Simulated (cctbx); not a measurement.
# Resonant diffraction in Ca7CuGe3H3

Space group Pnma (no. 62), a = 9.6660 Å, b = 13.7770 Å, c = 8.7000 Å, α = 90.00°, β = 90.00°, γ = 90.00°.

| atom | mult. | x | y | z | Ueq (Å²) |
| --- | --- | --- | --- | --- | --- |
| Ge1 | 4 | 0.6103 | 3/4 | 0.4226 | 0.0125 |
| Ge2 | 8 | 0.3630 | 0.0294 | 0.2165 | 0.0096 |
| Cu1 | 4 | 0.8629 | 3/4 | 0.2448 | 0.0129 |
| Ca1 | 4 | 0.6111 | 3/4 | 0.8011 | 0.0132 |
| Ca2 | 8 | 0.1878 | 0.1214 | 0.4538 | 0.0127 |
| Ca3 | 8 | 0.1080 | 0.6135 | 0.3273 | 0.0150 |
| Ca4 | 8 | 0.0885 | 0.1132 | 0.0541 | 0.0134 |
| H1 | 4 | 0.2487 | 3/4 | 0.4691 | 0.0376 |
| H2 | 4 | 0.8689 | 3/4 | 0.7460 | 0.0401 |
| H3 | 4 | 0.9699 | 3/4 | 0.4569 | 0.0312 |

The model is made up (kin elements in a known structure type, no relaxation), so it says nothing on whether the phase exists.

Calculated with cctbx: free-atom f′ and f″ from the Sasaki tables, no fine structure; amplitudes in electrons.

| E (eV) | F 2 1 1 | F 2 2 0 | F 0 3 1 | F 2 0 0 |
| --- | --- | --- | --- | --- |
| 8379 | 12.4 | 38.3 | 158.3 | 23.9 |
| 8729 | 12.9 | 38.5 | 154.3 | 23.4 |
| 8859 | 13.3 | 38.9 | 151.1 | 22.9 |
| 8919 | 13.7 | 39.3 | 148.2 | 22.5 |
| 8949 | 14.1 | 39.7 | 145.3 | 22.1 |
| 8964 | 14.5 | 40.1 | 142.4 | 21.6 |
| 8971 | 14.9 | 40.5 | 139.9 | 21.2 |
| 8975 | 15.3 | 40.9 | 137.1 | 20.8 |
| 8983 | 15.5 | 41.0 | 136.8 | 20.8 |
| 8987 | 15.0 | 40.5 | 140.0 | 21.3 |
| 8994 | 14.6 | 40.1 | 142.8 | 21.7 |
| 9009 | 14.1 | 39.6 | 145.9 | 22.2 |
| 9039 | 13.6 | 39.1 | 148.9 | 22.7 |
| 9129 | 13.0 | 38.4 | 152.7 | 23.3 |
| 9379 | 12.2 | 37.5 | 156.5 | 23.9 |

**Question.** Which edge is crossed, and why do the reflections move as they do?

The K edge of Cu. The edge is at 8979 eV. f′ of Cu falls from -4.0 e at 8859 eV to -7.5 e at 4 eV below it, and f″ steps from 0.48 to 3.90 e across it. Over that approach |F| changes by +15 % (2 1 1), +5 % (2 2 0), -9 % (0 3 1) and -9 % (2 0 0): a reflection falls where Cu scatters in phase with the total and rises where it scatters against it; it hardly moves where the Cu term is small or cancels by symmetry. Above the edge the larger f″ enters the imaginary part, where it can add to or cancel the other atoms' f″. The structure is centrosymmetric, so Friedel mates stay equal.
